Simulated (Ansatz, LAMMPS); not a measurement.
**Which site? Si in place of Ge in amorphous Ge (61 atoms)**

Aim: make Si in place of Ge at several sites of amorphous Ge (61 atoms), relax each, and compare their energies.

Method: Kohn-Sham DFT, r2SCAN, PAW (set soft_1), plane waves, in Ansatz 0.2.0.

## 1. Starting point

The cell holds 61 atoms: 61 Ge. Its edges and angles: a = 11.722 Å, b = 11.722 Å, c = 11.722 Å, α = 90.0°, β = 90.0°, γ = 90.0°. 61 atoms (61 Ge) placed at random at 4.57 g/cm³, melted at 3500 K for 10 ps at fixed volume with the Tersoff potential (Tersoff, Phys. Rev. B 39, 5566 (1989)). Quenched from 3500 K to 100 K at 5 K/ps and fixed volume, held 5 ps, then minimised at fixed cell.

What the set-up can't give: The quench rate of 5 K/ps far exceeds what a furnace or splat quench reaches, so expect more defects and frozen-in strain than in a real sample. The starting topology of bonds comes from the classical model, and needn't be the one that DFT or experiment would give. Only the Γ point is sampled, in a cell whose shortest periodic width is 12 Å.

## 2. Single point at the start

The forces at the start show how far the geometry lies from a minimum of this functional.

input.yaml

```yaml
crystal:
  lattice:
    - [11.7217, 0.0, 0.0]
    - [0.0, 11.7217, 0.0]
    - [0.0, 0.0, 11.7217]
  atoms:
    - { symbol: Ge, position: [0.6154, 0.15946, 0.75838] }
    - { symbol: Ge, position: [0.21357, 0.38689, 0.68537] }
    - { symbol: Ge, position: [0.40297, 0.59343, 0.15297] }
    - { symbol: Ge, position: [0.3522, 0.77753, 0.44298] }
    - { symbol: Ge, position: [0.43589, 0.75185, 0.02195] }
    - { symbol: Ge, position: [0.49476, 0.65224, 0.34513] }
    - { symbol: Ge, position: [0.18478, 0.55215, 0.16733] }
    - { symbol: Ge, position: [0.41958, 0.85832, 0.63986] }
    - { symbol: Ge, position: [0.11632, 0.645, 0.98339] }
    - { symbol: Ge, position: [0.1538, 0.17367, 0.02851] }
    - { symbol: Ge, position: [0.31145, 0.94199, 0.31896] }
    - { symbol: Ge, position: [0.78654, 0.88338, 0.21392] }
    - { symbol: Ge, position: [0.36097, 0.49938, 0.80602] }
    - { symbol: Ge, position: [0.9804, 0.24206, 0.91721] }
    - { symbol: Ge, position: [0.64988, 0.1036, 0.97055] }
    - { symbol: Ge, position: [0.27227, 0.18083, 0.68879] }
    - { symbol: Ge, position: [0.12498, 0.03605, 0.69031] }
    - { symbol: Ge, position: [0.66941, 0.40991, 0.96389] }
    - { symbol: Ge, position: [0.34233, 0.27569, 0.09132] }
    - { symbol: Ge, position: [0.57176, 0.15553, 0.3051] }
    - { symbol: Ge, position: [0.25536, 0.45521, 0.47659] }
    - { symbol: Ge, position: [0.47021, 0.48518, 0.47325] }
    - { symbol: Ge, position: [0.00187, 0.39795, 0.76452] }
    - { symbol: Ge, position: [0.81952, 0.99021, 0.5152] }
    - { symbol: Ge, position: [0.79772, 0.24923, 0.03539] }
    - { symbol: Ge, position: [0.17101, 0.65782, 0.46413] }
    - { symbol: Ge, position: [0.66364, 0.3781, 0.74639] }
    - { symbol: Ge, position: [0.99861, 0.85064, 0.21484] }
    - { symbol: Ge, position: [0.86772, 0.22807, 0.24261] }
    - { symbol: Ge, position: [0.48932, 0.12032, 0.11146] }
    - { symbol: Ge, position: [0.75151, 0.78504, 0.57305] }
    - { symbol: Ge, position: [0.95056, 0.07839, 0.79484] }
    - { symbol: Ge, position: [0.08904, 0.7839, 0.61923] }
    - { symbol: Ge, position: [0.21743, 0.97269, 0.97151] }
    - { symbol: Ge, position: [0.291, 0.68714, 0.87899] }
    - { symbol: Ge, position: [0.90612, 0.8949, 0.88432] }
    - { symbol: Ge, position: [0.37596, 0.93818, 0.11129] }
    - { symbol: Ge, position: [0.62938, 0.74154, 0.93339] }
    - { symbol: Ge, position: [0.81212, 0.39145, 0.37692] }
    - { symbol: Ge, position: [0.58619, 0.73373, 0.70918] }
    - { symbol: Ge, position: [0.07671, 0.18669, 0.23402] }
    - { symbol: Ge, position: [0.02955, 0.96417, 0.51359] }
    - { symbol: Ge, position: [0.04151, 0.65626, 0.28833] }
    - { symbol: Ge, position: [0.9468, 0.58, 0.87106] }
    - { symbol: Ge, position: [0.75991, 0.06033, 0.32292] }
    - { symbol: Ge, position: [0.91098, 0.74269, 0.72837] }
    - { symbol: Ge, position: [0.80299, 0.13959, 0.66038] }
    - { symbol: Ge, position: [0.24153, 0.8613, 0.76137] }
    - { symbol: Ge, position: [0.45025, 0.43716, 0.00185] }
    - { symbol: Ge, position: [0.52673, 0.52636, 0.67517] }
    - { symbol: Ge, position: [0.7768, 0.58258, 0.02002] }
    - { symbol: Ge, position: [0.83606, 0.57764, 0.25192] }
    - { symbol: Ge, position: [0.45181, 0.07584, 0.63741] }
    - { symbol: Ge, position: [0.7051, 0.72307, 0.34931] }
    - { symbol: Ge, position: [0.73417, 0.91008, 0.00306] }
    - { symbol: Ge, position: [0.1094, 0.9943, 0.32224] }
    - { symbol: Ge, position: [0.60398, 0.35429, 0.36672] }
    - { symbol: Ge, position: [0.42414, 0.08451, 0.42539] }
    - { symbol: Ge, position: [0.05875, 0.84387, 0.01731] }
    - { symbol: Ge, position: [0.21634, 0.35632, 0.26868] }
    - { symbol: Ge, position: [0.84256, 0.35034, 0.61053] }
kpoints:
  mp_grid: { grid: [1, 1, 1] }
hamiltonian:
  xc: r2scan
  pseudopotentials: { kind: paw, azcp: { folder: soft_1 } }
scf:
  occupations: { method: fermi_dirac, width: 0.025 }
output:
  forces: true
```

Command:

```sh
$ ansatz run input.yaml --threads 4 --pin off --max-ram 15872MiB --backend cpu --events-out ev --progress --plain --runs-dir out
```

Numbers of over 12 decimals in the logs are rounded to 6 here.

What it wrote:

```text
[...]
Pseudopotentials: kind: paw
Pseudopotential: Ge, paw, valence charge 14, recommended cutoff 500 eV (meta_gga), soft_1/Ge.paw.azcp
[... 6 lines on functional and potentials left out ...]
Crystal: 61 atoms, lattice volume = 1610.541 Å³
Basis set: ecut = 500 eV, 40747 PW (Γ), exchange–correlation on 360×360×360 points (64 copies of the dense FFT grid, shifted against one another)
Bands: 488, of which v1, the nominal top of the filled ones, is band 427 counted from 1 (426 counted from 0)
Symmetry: 1 space group operations
Space group: P1 (ITA 1), of the structure as read, at distance tolerance 1.2e-4 Å
k-points: 1
[... 4 lines on functional and potentials left out ...]
Initial density: superposition of atomic densities (chi_scale 0.1, normalization cell)
Initial wavefunctions: pseudopotential atomic-orbital guess
[...]
iter 1 solved again at ethr=2.35e-3 eV; its pass at ethr=3.10e-3 eV (dr2=2.01e1 eV) is discarded
SCF iter   1: F=—  HF=-262459.038251 eV  |F-HF|=—  |Δ(HF+E_count)|=         —  Δρ=3.16e-2  dr2=2.01e1  dr2_τ=1.04e-1  ethr=2.35e-3  ⟨swp⟩=1.0  Hψ=2331  notcnv=0
[...]
SCF iter  13: F=—  HF=-262459.486037 eV  |F-HF|=—  |Δ(HF+E_count)|=   9.46e-8  Δρ=2.37e-6  dr2=2.33e-7  dr2_τ=6.63e-10  ethr=1.03e-10  ⟨swp⟩=2.0  Hψ=848  notcnv=0  defer=51
SCF iter  14: F=-262459.486037 eV  HF=-262459.486037 eV  |F-HF|=3.42e-8  |Δ(HF+E_count)|=   3.02e-8  Δρ=1.19e-6  dr2=5.49e-8  dr2_τ=1.71e-10  ethr=1.17e-11  ⟨swp⟩=4.0  Hψ=1412  notcnv=0
SCF 1 converged in 14 iterations: F = -262459.486037 eV  dr2 = 5.49e-8
[...]
SCF converged after 14 iterations
Free energy (F): -262459.486037 eV
Harris-Foulkes:  -262459.486037 eV  (|F-HF|=3.42e-8)
Internal energy: -262459.415429 eV  (E = F + TS)
E sigma→0 (E₀):  -262459.450733 eV
Entropy (-TS):   -0.070608 eV (-1.158 meV/atom)
Fermi energy:    6.377980 eV
--- Per-component energies (eV) ---
[...]
Σ components = -262459.486037   (vs F -262459.486037, Δ=0.00e0)
--- Forces (eV/Å), atoms counted from 1 ---
  atom   1  Ge     0.36509143     0.61841061    -0.09918690
  atom   2  Ge     0.05238202    -0.17529433     0.07386465
  atom   3  Ge    -0.14392925     0.18699554     0.20059796
  atom   4  Ge    -0.14795622    -0.10773294     0.09287011
[...]
atom  61  Ge    -0.14720105    -0.32194846     0.31457430
  max |Σ_I F_I| component: 3.42e-5 eV/Å
```

It took 70 s on 4 threads of Arm Neoverse V2, shared host; peak memory 4.8 GiB; 4.6 min of CPU time.

Reading the cycles: dr2 is the Hartree energy of the density residual (eV), the measure of convergence; HF is the Harris–Foulkes estimate of the energy, which meets the free energy F at convergence.

The r.m.s. force at the start is 0.21 eV/Å.

## 3. Relaxation

The atoms are relaxed in the fixed cell, aiming at the force tolerance of the input.

input.yaml

```yaml
crystal:
  lattice:
    - [11.7217, 0.0, 0.0]
    - [0.0, 11.7217, 0.0]
    - [0.0, 0.0, 11.7217]
  atoms:
    [... the 61 atom lines of step 2 ...]
kpoints:
  mp_grid: { grid: [1, 1, 1] }
hamiltonian:
  xc: r2scan
  pseudopotentials: { kind: paw, azcp: { folder: soft_1 } }
scf:
  occupations: { method: fermi_dirac, width: 0.025 }
output:
  forces: true
relax:
  f_tol: 0.05
  max_steps: 120
```

What it wrote:

```text
[...]
Crystal: 61 atoms, lattice volume = 1610.541 Å³
Basis set: ecut = 500 eV, 40747 PW (Γ), exchange–correlation on 360×360×360 points (64 copies of the dense FFT grid, shifted against one another)
Bands: 513, of which v1, the nominal top of the filled ones, is band 427 counted from 1 (426 counted from 0)
Symmetry: 1 space group operations
[...]
k-points: 1
[...]
SCF iter   4: F=—  HF=-262459.506871 eV  |F-HF|=—  |Δ(HF+E_count)|=   6.09e-3  Δρ=1.46e-3  dr2=1.24e-1  dr2_τ=7.19e-4  ethr=4.63e-5  ⟨swp⟩=3.0  Hψ=950  notcnv=0  defer=58
automatic band count: iteration 4 solves 495 bands in place of 513: the levels show a gap, and the empty bands left out lie too high to hold charge; the band table lists the bands solved (type scf.n_extra_bands for more)
SCF iter   5: F=—  HF=-262459.487141 eV  |F-HF|=—  |Δ(HF+E_count)|=   1.97e-2  Δρ=5.50e-4  dr2=2.33e-2  dr2_τ=6.23e-5  ethr=1.45e-5  ⟨swp⟩=4.0  Hψ=1051  notcnv=0  defer=76
[...]
SCF iter   9: F=-262459.486001 eV  HF=-262459.486043 eV  |F-HF|=4.28e-5  |Δ(HF+E_count)|=   2.58e-5  Δρ=3.55e-5  dr2=5.75e-5  dr2_τ=1.40e-7  ethr=7.32e-9  ⟨swp⟩=2.0  Hψ=1765  notcnv=0
SCF 1 converged in 9 iterations: F = -262459.486001 eV  dr2 = 5.75e-5
[...]
relax step   1: F+E_penalty+E_count = -262459.48600057 eV  Δ(F+E_penalty+E_count) = +0.000e0 eV  max|allowed force component| = 8.616e-1 eV/Å  Δτ_max = 0.0000 Å  (9 SCF iters, dr2 threshold 6.25e-5 eV, accepted)
[... from here on, the SCF cycles and remarks between the steps are left out ...]
relax step   2: F+E_penalty+E_count = -262460.16301617 eV  Δ(F+E_penalty+E_count) = -6.770e-1 eV  max|allowed force component| = 4.262e-1 eV/Å  Δτ_max = 0.1949 Å  (9 SCF iters, dr2 threshold 4.64e-5 eV, accepted)
relax step   3: F+E_penalty+E_count = -262460.36621657 eV  Δ(F+E_penalty+E_count) = -2.032e-1 eV  max|allowed force component| = 5.114e-1 eV/Å  Δτ_max = 0.1948 Å  (10 SCF iters, dr2 threshold 1.14e-5 eV, accepted)
relax step   4: F+E_penalty+E_count = -262460.56062340 eV  Δ(F+E_penalty+E_count) = -1.944e-1 eV  max|allowed force component| = 5.092e-1 eV/Å  Δτ_max = 0.1951 Å  (9 SCF iters, dr2 threshold 6.40e-5 eV, accepted)
relax step   5: F+E_penalty+E_count = -262460.73796391 eV  Δ(F+E_penalty+E_count) = -1.773e-1 eV  max|allowed force component| = 2.928e-1 eV/Å  Δτ_max = 0.1953 Å  (8 SCF iters, dr2 threshold 1.00e-4 eV, accepted)
relax step   6: F+E_penalty+E_count = -262460.83218975 eV  Δ(F+E_penalty+E_count) = -9.423e-2 eV  max|allowed force component| = 3.786e-1 eV/Å  Δτ_max = 0.1941 Å  (8 SCF iters, dr2 threshold 2.83e-5 eV, accepted)
relax step   7: F+E_penalty+E_count = -262460.89138451 eV  Δ(F+E_penalty+E_count) = -5.919e-2 eV  max|allowed force component| = 1.548e-1 eV/Å  Δτ_max = 0.0660 Å  (7 SCF iters, dr2 threshold 4.74e-5 eV, accepted)
relax step   8: F+E_penalty+E_count = -262460.92685282 eV  Δ(F+E_penalty+E_count) = -3.547e-2 eV  max|allowed force component| = 1.053e-1 eV/Å  Δτ_max = 0.1035 Å  (9 SCF iters, dr2 threshold 4.01e-6 eV, accepted)
relax step   9: F+E_penalty+E_count = -262460.93833764 eV  Δ(F+E_penalty+E_count) = -1.148e-2 eV  max|allowed force component| = 4.581e-2 eV/Å  Δτ_max = 0.0325 Å  (9 SCF iters, accepted)
[...]
SCF iter   2: F=-262460.938338 eV  HF=-262460.938338 eV  |F-HF|=3.33e-8  |Δ(HF+E_count)|=   1.02e-8  Δρ=4.29e-7  dr2=3.51e-8  dr2_τ=5.02e-11  ethr=1.00e-12  ⟨swp⟩=3.0  Hψ=1037  notcnv=0
SCF 10 converged in 2 iterations: F = -262460.938338 eV  dr2 = 3.51e-8
SCF converged after 2 iterations
Free energy (F): -262460.938338 eV
[...]
Internal energy: -262460.927761 eV  (E = F + TS)
E sigma→0 (E₀):  -262460.933049 eV
Entropy (-TS):   -0.010577 eV (-0.173 meV/atom)
Fermi energy:    6.323912 eV
[...]
Σ components = -262460.938338   (vs F -262460.938338, Δ=0.00e0)
--- Forces (eV/Å), atoms counted from 1 ---
  atom   1  Ge     0.00921677     0.00084809    -0.01698646
  atom   2  Ge    -0.00949358    -0.00754986     0.01296898
  atom   3  Ge     0.00813743    -0.00454179     0.00801950
  atom   4  Ge    -0.00880736    -0.01141558     0.00338214
[...]
atom  61  Ge     0.00357540    -0.00245417    -0.00191114
  max |Σ_I F_I| component: 8.59e-6 eV/Å
--- Relaxed structure (9 steps of the walk, 9 accepted, 0 SCFs on fresh bases) ---
  F+E_penalty+E_count = -262460.93833764 eV   max|allowed force component| = 4.581e-2 eV/Å
  atoms:
    - { symbol: Ge, position: [0.624438, 0.162391, 0.759247] }
    - { symbol: Ge, position: [0.221717, 0.380533, 0.672668] }
    - { symbol: Ge, position: [0.403559, 0.596942, 0.151966] }
    - { symbol: Ge, position: [0.362350, 0.779680, 0.444089] }
[...]
- { symbol: Ge, position: [0.840423, 0.336185, 0.620136] }
```

The job ended after 7.1 min (4 threads; peak memory 4.8 GiB).

The relaxation converged after 9 steps, 1.45 eV below its start, with a largest force component of 0.046 eV/Å.

[end of part 1 of 2]

[Logs are printed without paths, hosts, clocks, repeated set-up lines and the standing remarks that a program may print on its own settings, such as how far it seeks lower states.]

[Hosts, paths, dates, database ids (printed as entryN), source tags and the programs' standing remarks are cut or masked in the printed files.]
